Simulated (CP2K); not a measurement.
Two runs for the C K edge of toluene. Run A: CP2K XAS_TDP, all-electron GAPW, PBEh(45%), aug-cc-pVDZ, TDA, no relativity. Run B differs in one setting.

First lines with a strength over 0.0015. A:

| atom | energy (eV) | states | strength, one atom |
| --- | --- | --- | --- |
| C1 (bonded to C and 3 H) | 283.56 | 1 | 0.0031 |
|  | 283.80 | 1 | 0.0061 |
|  | 284.03 | 1 | 0.0044 |
|  | 284.60 | 1 | 0.0144 |
|  | 284.85 | 1 | 0.0171 |
| C2 (bonded to 3 C) | 281.63 | 1 | 0.0552 |
|  | 285.43 | 1 | 0.0018 |
|  | 285.97 | 1 | 0.0034 |
|  | 286.67 | 1 | 0.0024 |
|  | 287.30 | 1 | 0.0037 |
| C3 (bonded to 2 C and H), 2 alike | 281.39 | 1 | 0.0504 |
|  | 284.13 | 1 | 0.0106 |
|  | 285.01 | 1 | 0.0020 |
|  | 285.10 | 1 | 0.0016 |
|  | 285.51 | 1 | 0.0019 |
| C4 (bonded to 2 C and H), 2 alike | 281.40 | 1 | 0.0525 |
|  | 284.16 | 1 | 0.0105 |
|  | 285.15 | 1 | 0.0017 |
|  | 285.71 | 1 | 0.0024 |
|  | 286.00 | 1 | 0.0025 |
| C5 (bonded to 2 C and H) | 281.47 | 1 | 0.0517 |
|  | 284.10 | 1 | 0.0101 |
|  | 285.10 | 1 | 0.0021 |
|  | 285.92 | 1 | 0.0029 |
|  | 286.18 | 1 | 0.0045 |

B:

| atom | energy (eV) | states | strength, one atom |
| --- | --- | --- | --- |
| C1 (bonded to C and 3 H) | 289.87 | 1 | 0.0030 |
|  | 290.11 | 1 | 0.0060 |
|  | 290.34 | 1 | 0.0043 |
|  | 290.91 | 1 | 0.0141 |
|  | 291.16 | 1 | 0.0167 |
| C2 (bonded to 3 C) | 287.12 | 1 | 0.0541 |
|  | 290.91 | 1 | 0.0017 |
|  | 291.46 | 1 | 0.0034 |
|  | 292.16 | 1 | 0.0024 |
|  | 292.79 | 1 | 0.0036 |
| C3 (bonded to 2 C and H), 2 alike | 287.16 | 1 | 0.0493 |
|  | 289.90 | 1 | 0.0104 |
|  | 290.77 | 1 | 0.0019 |
|  | 290.86 | 1 | 0.0016 |
|  | 291.27 | 1 | 0.0019 |
| C4 (bonded to 2 C and H), 2 alike | 287.18 | 1 | 0.0515 |
|  | 289.94 | 1 | 0.0103 |
|  | 290.93 | 1 | 0.0017 |
|  | 291.49 | 1 | 0.0024 |
|  | 291.78 | 1 | 0.0025 |
| C5 (bonded to 2 C and H) | 287.24 | 1 | 0.0507 |
|  | 289.87 | 1 | 0.0099 |
|  | 290.87 | 1 | 0.0021 |
|  | 291.69 | 1 | 0.0029 |
|  | 291.94 | 1 | 0.0044 |

Q: Which was it: the functional, the basis, scalar relativity switched on, GW2X switched on?

GW2X switched on. GW2X shifts an atom's lines together and keeps their spacings. Against PBEh(45%) in aug-cc-pVDZ, the leading lines move by +6.31 eV (C1, to 290.11), +5.49 eV (C2, to 287.12), +5.77 eV (C3, to 287.16), +5.78 eV (C4, to 287.18) and +5.77 eV (C5, to 287.24).

[Hosts, paths, dates, database ids (printed as entryN), source tags and the programs' standing remarks are cut or masked in the printed files.]
